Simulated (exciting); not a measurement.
Two BSE runs for the F K edge of LiCaF3, space group Pm-3m. Run A: exciting, all-electron LAPW+lo, LDA, exchange and screened direct term (singlet BSE), 4×4×4 shifted k points, 25 conduction bands, |G+q| up to 3 bohr⁻¹, full RPA screening with nempty = 48, Lorentzian half width 0.45 eV. Run B differs in one setting: k mesh, kernel cutoff, basis, band set, screening or width.

Energy from the Kohn–Sham onset, core level to the lowest empty state found on the meshes used; one zero for both, scaled to A's maximum:

```
E (eV)     A     B
  -6.5  0.01  0.01
  -6.0  0.02  0.02
  -5.5  0.02  0.02
  -5.0  0.02  0.02
  -4.5  0.03  0.03
  -4.0  0.04  0.04
  -3.5  0.05  0.06
  -3.0  0.08  0.09
  -2.5  0.15  0.17
  -2.0  0.33  0.40
  -1.5  0.87  1.01
  -1.0  0.78  0.76
  -0.5  0.62  0.61
   0.0  0.39  0.37
   0.5  0.26  0.26
   1.0  0.21  0.21
   1.5  0.21  0.21
   2.0  0.25  0.26
   2.5  0.30  0.31
   3.0  0.27  0.27
   3.5  0.25  0.26
   4.0  0.26  0.28
   4.5  0.29  0.31
   5.0  0.34  0.37
   5.5  0.40  0.47
   6.0  0.46  0.54
   6.5  0.60  0.75
   7.0  0.95  0.85
   7.5  0.62  0.49
   8.0  0.46  0.38
   8.5  0.30  0.25
   9.0  0.24  0.22
   9.5  0.19  0.17
  10.0  0.15  0.13
  10.5  0.12  0.11
  11.0  0.11  0.11
  11.5  0.10  0.10
  12.0  0.09  0.09
  12.5  0.12  0.12
  13.0  0.17  0.17
  13.5  0.17  0.16
  14.0  0.15  0.14
  14.5  0.13  0.12
  15.0  0.13  0.13
  15.5  0.20  0.20
  16.0  0.23  0.22
  16.5  0.22  0.21
  17.0  0.18  0.17
  17.5  0.15  0.14
  18.0  0.12  0.11
  18.5  0.11  0.10
  19.0  0.10  0.09
  19.5  0.08  0.08
  20.0  0.09  0.08
```

Which is the likeliest?

The cutoff of the screened term (bohr⁻¹) from 3 to 4. Against run A the r.m.s. difference is 13 %. The highest maximum lies at -1.4 eV (1.07), against -1.3 eV (1.00). The first bright state moves from -1.35 to -1.41 eV. The kernels miss the short-range part of the Coulomb interaction, its components above their cutoff. Other settings could leave a like mark; this is the change that was made.

[Banner, clock and machine lines of the logs are left out without a mark of their own.]

[Logs are printed without paths, hosts, clocks, repeated set-up lines and the standing remarks that a program may print on its own settings, such as how far it seeks lower states.]

[Hosts, paths, dates, database ids (printed as entryN), source tags and the programs' standing remarks are cut or masked in the printed files.]
